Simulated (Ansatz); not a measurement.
**Pb_Li in CsLi2Br3 (Immm): charge-transition levels and formation energies**

Aim: at which Fermi levels does Pb_Li in CsLi2Br3 (Immm) change its charge? The model is a cell of 72 host atoms with 1 Li taken out and 1 Pb put in.

Method: place-levels on PBEsol runs: charge-transition levels and formation energies with image-charge correction and potential alignment at the atomic sites, in Ansatz 0.2.0.

**1. Set-up**

The cell holds 72 atoms: 12 Cs, 23 Li, 36 Br and 1 Pb. Its edges and angles: a = 13.853 Å, b = 11.980 Å, c = 13.179 Å, α = 90.0°, β = 90.0°, γ = 67.3°. It derives from CsLi2Br3 (space group Immm). Nearest the centre at fractional (0.667, 0.500, 0.692): Pb57 at 0.00 Å, Br69 at 2.53 Å, Br63 at 2.59 Å, Br39 at 2.59 Å, Br66 at 2.78 Å, Br44 at 2.78 Å, Li32 at 3.91 Å, Li56 at 3.91 Å.

As a file:

```xyz
72
Lattice="13.8531 0.0000 0.0000 4.6177 11.0537 0.0000 0.0000 0.0000 13.1792" Properties=species:S:1:pos:R:3 pbc="T T T"
Cs    2.3089    5.5269    0.0000
Cs    4.6177    8.2903    6.5896
Cs    2.3089    0.0000    0.0000
Cs    4.6177    2.7634    6.5896
Li    2.3089    5.5269    4.0586
Li    4.6177    8.2903   10.6482
Li    2.3089    0.0000    4.0586
Li    4.6177    2.7634   10.6482
Li    2.3089    5.5269    9.1205
Li    4.6177    8.2903    2.5310
Li    2.3089    0.0000    9.1205
Li    4.6177    2.7634    2.5310
Br    0.0000    0.0000   10.3044
Br    2.3089    2.7634    3.7148
Br    4.6177    5.5269   10.3044
Br    6.9266    8.2903    3.7148
Br    0.0000    0.0000    2.8748
Br    2.3089    2.7634    9.4643
Br    4.6177    5.5269    2.8748
Br    6.9266    8.2903    9.4643
Br    2.3089    5.5269    6.5896
Br    4.6177    8.2903    0.0000
Br    2.3089    0.0000    6.5896
Br    4.6177    2.7634    0.0000
Cs    6.9266    5.5269    0.0000
Cs    9.2354    8.2903    6.5896
Cs    6.9266    0.0000    0.0000
Cs    9.2354    2.7634    6.5896
Li    6.9266    5.5269    4.0586
Li    9.2354    8.2903   10.6482
Li    6.9266    0.0000    4.0586
Li    9.2354    2.7634   10.6482
Li    6.9266    5.5269    9.1205
Li    9.2354    8.2903    2.5310
Li    6.9266    0.0000    9.1205
Li    9.2354    2.7634    2.5310
Br    4.6177    0.0000   10.3044
Br    6.9266    2.7634    3.7148
Br    9.2354    5.5269   10.3044
Br   11.5443    8.2903    3.7148
Br    4.6177    0.0000    2.8748
Br    6.9266    2.7634    9.4643
Br    9.2354    5.5269    2.8748
Br   11.5443    8.2903    9.4643
Br    6.9266    5.5269    6.5896
Br    9.2354    8.2903    0.0000
Br    6.9266    0.0000    6.5896
Br    9.2354    2.7634    0.0000
Cs   11.5443    5.5269    0.0000
Cs   13.8531    8.2903    6.5896
Cs   11.5443    0.0000    0.0000
Cs   13.8531    2.7634    6.5896
Li   11.5443    5.5269    4.0586
Li   13.8531    8.2903   10.6482
Li   11.5443    0.0000    4.0586
Li   13.8531    2.7634   10.6482
Pb   11.5443    5.5269    9.1205
Li   13.8531    8.2903    2.5310
Li   11.5443    0.0000    9.1205
Li   13.8531    2.7634    2.5310
Br    9.2354    0.0000   10.3044
Br   11.5443    2.7634    3.7148
Br   13.8531    5.5269   10.3044
Br   16.1620    8.2903    3.7148
Br    9.2354    0.0000    2.8748
Br   11.5443    2.7634    9.4643
Br   13.8531    5.5269    2.8748
Br   16.1620    8.2903    9.4643
Br   11.5443    5.5269    6.5896
Br   13.8531    8.2903    0.0000
Br   11.5443    0.0000    6.5896
Br   13.8531    2.7634    0.0000
```

Screening for the image-charge correction: ε∞ = (3.11, 3.22, 3.04), ε0 = (6.58, 24.18, 6.70), from a response run on this crystal (DFPT, PBEsol) at that run's own cell.

The cell's shortest repeat is 12.0 Å.

**2. Charge states**

Levels follow from differences of total energies between charge states, each relaxed by itself.

Each atom starts 0.05 Å or so off its site in a random direction: a symmetric start keeps its symmetry, and would miss off-centre moves and Jahn–Teller distortions. Forces are taken at one point at (¼, ¼, ¼). The cell holds 1 electron fewer than the neutral one, with a uniform background that keeps it neutral on the whole.

The sampling was tested on the host first: at the k-points planned (1x1x1 shifted 0.25 0.25 0.25) its energy lies 0.002 eV an atom from the dense-mesh value, under the bound of 0.02 eV set for this test; that bounds the host's error, not the defect's.

One of the inputs; charge, spin and start change from state to state.

File qp1.relax/input.yaml:

```yaml
crystal:
  lattice:
    - [4.61771326, 0.0, 0.0]
    - [4.61771326, 11.05374873, 0.0]
    - [0.0, 0.0, 13.17917308]
  atoms:
    - { symbol: Cs, position: [0.0, 0.5, 0.0] }
    - { symbol: Cs, position: [0.25, 0.75, 0.5] }
    - { symbol: Cs, position: [0.5, 0.0, 0.0] }
    - { symbol: Cs, position: [0.75, 0.25, 0.5] }
    - { symbol: Li, position: [0.0, 0.5, 0.30795831] }
    - { symbol: Li, position: [0.25, 0.75, 0.80795831] }
    - { symbol: Li, position: [0.5, 0.0, 0.30795831] }
    - { symbol: Li, position: [0.75, 0.25, 0.80795831] }
    - { symbol: Li, position: [0.0, 0.5, 0.69204169] }
    - { symbol: Li, position: [0.25, 0.75, 0.19204169] }
    - { symbol: Li, position: [0.5, 0.0, 0.69204169] }
    - { symbol: Li, position: [0.75, 0.25, 0.19204169] }
    - { symbol: Br, position: [0.0, 0.0, 0.78187158] }
    - { symbol: Br, position: [0.25, 0.25, 0.28187158] }
    - { symbol: Br, position: [0.5, 0.5, 0.78187158] }
    - { symbol: Br, position: [0.75, 0.75, 0.28187158] }
    - { symbol: Br, position: [0.0, 0.0, 0.21812842] }
    - { symbol: Br, position: [0.25, 0.25, 0.71812842] }
    - { symbol: Br, position: [0.5, 0.5, 0.21812842] }
    - { symbol: Br, position: [0.75, 0.75, 0.71812842] }
    - { symbol: Br, position: [0.0, 0.5, 0.5] }
    - { symbol: Br, position: [0.25, 0.75, 0.0] }
    - { symbol: Br, position: [0.5, 0.0, 0.5] }
    - { symbol: Br, position: [0.75, 0.25, 0.0] }
  supercell: [3, 1, 1]
  defects: [{ substitution: { at: 56, symbol: Pb } }]
total_charge: 1
basis:
  ecutwfc: 420
  xc_grid: 2
hamiltonian:
  xc: pbesol
kpoints:
  mp_grid: { grid: [1, 1, 1], shift: [0.25, 0.25, 0.25] }
scf:
  occupations: { method: fixed }
  max_iter: 80
output:
  forces: true
  charged_corrections: { epsilon: [3.11, 3.22, 3.04], static_epsilon: [6.58, 24.18, 6.7] }
relax:
  f_tol: 0.02
  max_steps: 80
  random_displacement: { amplitude: 0.05, seed: 2723 }
checkpoint:
  write: "../qp1.relax.run"
  compress: false
  write_wavefunctions: true
  write_every: 100000
```

Run with:

```bash
ansatz run input.yaml --threads 4 --pin off --max-ram 14131MiB --backend cpu --events-out ev --progress --plain --runs-dir out
```

The relaxed structure is kept and the sampling changed to a 2×2×2 shifted mesh.

The run of this state that the levels use, under PBEsol:

File qp1.point/input.yaml:

```yaml
crystal:
  checkpoint: "../qp1.relax.run"
  host: checkpoint
total_charge: 1
basis:
  ecutwfc: 420
  xc_grid: 2
hamiltonian:
  xc: pbesol
kpoints:
  mp_grid: { grid: [2, 2, 2], shift: [0.5, 0.5, 0.5] }
scf:
  occupations: { method: fermi_dirac, width: 0.01 }
  max_iter: 80
output:
  forces: true
  eigenvalues: true
  charged_corrections:
    epsilon: [3.11, 3.22, 3.04]
    static_epsilon: [6.58, 24.18, 6.7]
    defect_position: [0.666667, 0.5, 0.692042]
  eigenstates: { localisation: true }
  populations: true
  band_densities: [{ bands: [v1, v1] }, { bands: [c1, c1] }]
  write_density: true
  write_potential: true
  volumetric_format: npy
  elf: true
checkpoint:
  read: "../qp1.relax.run"
  write: "../qp1.point.run"
  compress: false
  write_wavefunctions: false
  write_every: 100000
```

Relaxations under PBEsol at one point at (¼, ¼, ¼); times on 4 threads of Arm Neoverse V1, shared host:

```csv
charge,moment (μB),occupations,outcome,steps,largest displacement against the far atoms (Å),time
0,1,fixed,converged,16,0.72,14 min
+1,0,fixed,converged,7,0.31,3 min
```

Single points under PBEsol at a 2×2×2 shifted mesh; times on 4 threads of Arm Neoverse V1, shared host:

```csv
charge,moment (μB),occupations,outcome,time
0,1,fermi-dirac,converged,7.8 min
+1,0,fermi-dirac,converged,3.8 min
```

Distances (Å) from Pb57 to the nearest atoms after relaxation with PBEsol:

```csv
charge,moment (μB),1.,2.,3.,4.,5.,6.
0,1,Br 2.89,Br 2.95,Br 2.98,Br 3.00,Br 3.50,Li 3.88
+1,0,Br 2.84,Br 2.88,Br 2.88,Br 2.93,Br 2.93,Li 4.08
```

**3. Placing the levels, PBEsol**

A charged cell interacts with its images and the background, and its potential has another zero than the host's. place-levels removes the first by a point-charge model, screened by the static dielectric constant since the ions have relaxed around the charge, and the second by comparing potentials at atoms far from the defect.

The host is a run of the defect-free crystal in the same cutoffs, grids and k-points, so that basis and sampling errors cancel in part in the differences. Its band edges come from a run of the primitive cell that searches the zone for them. The host is run in a cell of 24 atoms on a matching mesh. Chemical potentials are energies per atom of Li (bcc) and Pb (fcc), run with the same functional and cutoff.

File levels.point.yaml:

```yaml
host:
  run: host.point.run
  levels_from: { run: edges.point.run }
states: [q0_M1.point.run, qp1.point.run]
geometry_from:
  q0_M1.point.run: q0_M1.relax.run
  qp1.point.run: qp1.relax.run
  host.point.run: host.relax.run
chemical_potentials:
  Li:
    energy: -202.99658
    dataset: "<sha256 of the dataset>"
  Pb:
    energy: -11754.942211
    dataset: <sha256 of the dataset>
epsilon: [3.11, 3.22, 3.04]
static_epsilon: [6.58, 24.18, 6.7]
vertical:
  - { from: qp1.point.run, to: qp1.point_neutral.run }
```

Run with:

```bash
ansatz place-levels levels.point.yaml -- --threads 4 --pin off --max-ram 14131MiB
```

Numbers of over 12 decimals in the logs are rounded to 6 here.

Output:

```text
(+1/0) 2.975 eV above the valence edge, 1.339 eV under the conduction edge
formation energy of charge +1: +0.611 eV with the Fermi level at the valence edge
formation energy of charge 0: +3.586 eV with the Fermi level at the valence edge
vertical +1 to 0: no energy, since no alignment is typed
  the change from vertical[0].from (qp1.point.run) to vertical[0].to (qp1.point_neutral.run): by its potential at epsilon [3.11, 3.22, 3.04] it stands at 0.665 0.501 0.719, with an rms radius of about 2.6 Å (1.4 0.8 2.1 Å across the planes of the cell's [...]
  edges by pbesol of host.levels_from (edges.point.run), its mesh sampled to repeats of 36.94 Å (the valence edge +0.099 eV and the conduction edge -0.350 eV from those of the host's own run), gap 4.314 eV; the host is sampled to repeats of 28.81 Å
  the defect's cells are sampled to repeats of 28.81 Å, like sampling
  charge +1: -182085.8089 eV with its correction of +0.339 eV, at epsilon [6.58, 24.18, 6.7], aligned at sites: +0.1954 eV, mean over 42 atomic sites at or beyond 5.99 Å from the defect at [0.6667, 0.5000, 0.6920], with +0.000000 for the charge's moments and [...]
  charge 0: +0.000 eV for its dipole among its images, +0.000 omitted
  of states[0] (q0_M1.point.run): its displacements don't fall off away from the defect: farther atoms stand 0.047 Å off the host's places. [...]
```

Elapsed: 0.24 s, on 4 threads of Arm Neoverse V1, shared host.

Under PBEsol the gap is 4.31 eV, (+1/0) 2.97 eV.

Levels between the charges placed, in eV above the valence top:

```
        gap (eV)  (+1/0)
PBEsol      4.31    2.97
```

Corrections by state:

```
charge  moment (μB)  image terms and alignment (eV)  band filling (eV)                                ε used  over the lowest of its charge, as the program ranks them, band filling apart (eV)
    +1          0.0                           0.339                  -  principal values (6.58, 6.70, 24.18)                                                                              0.000
     0          1.0                           0.000                  -                                     -                                                                              0.000
```

The charged structures listed were also run neutral, and place-levels reads from each pair, by the potential or the spins, how wide the charge is by which they differ; that can be the carrier of either run.

```csv
charge,rms radius (Å),spread where it is widest against the cell (Å),wide from (Å),reading
+1,2.6,2.07,2.28,narrow
```

The neutral runs of these pairs need not share the spin of the lowest neutral state, and very wide values only mean spread over the cell.

From the program's caveats on the states, each cut to its opening words:

- charge 0 (1 μB): its displacements don't fall off away from the defect: farther atoms stand 0.047 Å off the host's places
- charge 0 (1 μB): flagged: stability check not made

Chemical potentials of the elements' reference phases, run alike. Formation energy by charge state (elemental references; gap 4.31 eV):

```
charge  at valence top (eV)  at conduction bottom (eV)  correction included (eV)
    +1                 0.61                       4.92                      0.34
     0                 3.59                       3.59                      0.00
```

(Fermi level (eV), lowest formation energy (eV)): (0.00, 0.61), (0.39, 1.00), (0.78, 1.39), (1.18, 1.79), (1.57, 2.18), (1.96, 2.57), (2.35, 2.97), (2.75, 3.36), (3.14, 3.59), (3.53, 3.59), (3.92, 3.59), (4.31, 3.59)

**4. Effect of the sampling**

The relaxations' own energies give the levels at their sampling, for comparison.

File levels.relax_mesh.yaml:

```yaml
host:
  run: host.relax.run
  levels_from: { run: edges.relax.run }
states: [q0_M1.relax.run, qp1.relax.run]
chemical_potentials:
  Li:
    energy: -202.99658
    dataset: "<sha256 of the dataset>"
  Pb:
    energy: -11754.942211
    dataset: <sha256 of the dataset>
```

Run with:

```bash
ansatz place-levels levels.relax_mesh.yaml -- --threads 4 --pin off --max-ram 14131MiB
```

Output:

```text
(+1/0) 2.970 eV above the valence edge, 1.344 eV under the conduction edge
formation energy of charge +1: +0.603 eV with the Fermi level at the valence edge
formation energy of charge 0: +3.573 eV with the Fermi level at the valence edge
  edges by pbesol of host.levels_from (edges.relax.run), its mesh sampled to repeats of 36.94 Å (the valence edge +0.098 eV and the conduction edge -0.350 eV from those of the host's own run), gap 4.314 eV; the host is sampled to repeats of 14.40 Å
[... the lines on each state left out ...]
```

It took 0.11 s on 4 threads.

Levels between neighbouring charges, in eV above the valence top:

```csv
,gap (eV),(+1/0)
"one point at (¼, ¼, ¼)",4.31,2.97
a 2×2×2 shifted mesh,4.31,2.97
```

Going from one point at (¼, ¼, ¼) to a 2×2×2 shifted mesh moves the levels that carry no band-filling term by up to 0.00 eV and formation energies against the elements by up to 0.01 eV.

**5. place-levels, r2SCAN**

r2SCAN on the same structure is run to see how far the result rests on the functional, though not on the errors that semilocal functionals share; the sampling changes too, to one point at (¼, ¼, ¼), so differences hold both changes.

File qp1.r2scan/input.yaml:

```yaml
crystal:
  checkpoint: "../qp1.relax.run"
  host: checkpoint
total_charge: 1
basis:
  ecutwfc: 500
  xc_grid: 2
hamiltonian:
  xc: r2scan
kpoints:
  mp_grid: { grid: [1, 1, 1], shift: [0.25, 0.25, 0.25] }
scf:
  occupations: { method: fermi_dirac, width: 0.01 }
  max_iter: 80
output:
  forces: true
  eigenvalues: true
  charged_corrections:
    epsilon: [3.11, 3.22, 3.04]
    static_epsilon: [6.58, 24.18, 6.7]
    defect_position: [0.666667, 0.5, 0.692042]
checkpoint:
  write: "../qp1.r2scan.run"
  compress: false
  write_wavefunctions: false
  write_every: 100000
```

The job ended after 70 s (4 threads; peak memory 4.5 GiB; 4.5 min of CPU time).

File levels.r2scan.yaml:

```yaml
host:
  run: host.r2scan.run
  levels_from: { run: edges.r2scan.run }
states: [q0_M1.r2scan.run, qp1.r2scan.run]
geometry_from:
  q0_M1.r2scan.run: q0_M1.relax.run
  qp1.r2scan.run: qp1.relax.run
  host.r2scan.run: host.relax.run
chemical_potentials:
  Li:
    energy: -205.1324
    dataset: "<sha256 of the dataset>"
  Pb:
    energy: -11920.854236
    dataset: <sha256 of the dataset>
```

Run with:

```bash
ansatz place-levels levels.r2scan.yaml -- --threads 4 --pin off --max-ram 14131MiB
```

Output:

```text
(+1/0) 3.184 eV above the valence edge, 2.027 eV under the conduction edge
formation energy of charge +1: +0.656 eV with the Fermi level at the valence edge
formation energy of charge 0: +3.841 eV with the Fermi level at the valence edge
  edges by r2scan of host.levels_from (edges.r2scan.run), its mesh sampled to repeats of 36.94 Å (the valence edge +0.096 eV and the conduction edge -0.321 eV from those of the host's own run), gap 5.211 eV; the host is sampled to repeats of 14.40 Å
[... the lines on each state left out ...]
```

It took 0.19 s on 4 threads.

Under r2SCAN the gap is 5.21 eV, (+1/0) 3.18 eV.

**6. The ladder**

Levels between neighbouring charges, in eV above each run's own valence top:

```csv
,gap (eV),(+1/0),CPU time a state at this stage (restarts are quicker than cold starts)
"PBEsol, 2×2×2 shifted mesh",4.31,2.97,22 min
"r2SCAN on PBEsol structures, (¼, ¼, ¼)",5.21,3.18,10 min
```

**7. Results**

```json
{
 "gap of the host": "4.31 eV (PBEsol)",
 "level (plus 1/0)": "2.97 eV above the valence top",
 "lowest of the charges placed, just above the valence top (0.02 eV)": "+1",
 "lowest of the charges placed, just below the conduction bottom (0.02 eV)": "0",
 "lowest formation energy at mid-gap of the charges run, elemental references": "2.77 eV"
}
```

In words: Of the charges placed (0 and +1), the lowest changes at 2.97 eV (+1/0) above the valence top, in a gap of 4.31 eV. Charges above +1 and below 0 were not placed, so these runs say nothing of levels that involve them. States placed: +1 at 0 μB; 0 at 1 μB. Other spin states or structures, where not listed, weren't placed. Pb is taken at its element; compounds, which aren't counted here, bound the chemical potentials and would shift these formation energies. Going from one point at (¼, ¼, ¼) to a 2×2×2 shifted mesh moves the levels that carry no band-filling term by up to 0.00 eV and formation energies against the elements by up to 0.01 eV. Keep in mind: PBEsol makes the gap too small and tends to spread out bound carriers; spin–orbit coupling, which can matter with heavy atoms, is left out.

[Logs are printed without paths, hosts, clocks, repeated set-up lines and the standing remarks that a program may print on its own settings, such as how far it seeks lower states.]

[Hosts, paths, dates, database ids (printed as entryN), source tags and the programs' standing remarks are cut or masked in the printed files.]

[Where a table of states has a column of steps, it counts the stored structures, which are thinned; the runs took as many ionic steps or more.]

[A defect's name tells the site on which it was built; relaxed atoms can leave that site.]

[For some hosts the program warned that the k-mesh of the response run may be too coarse for force constants and the static dielectric constant; such warnings are not shown here.]
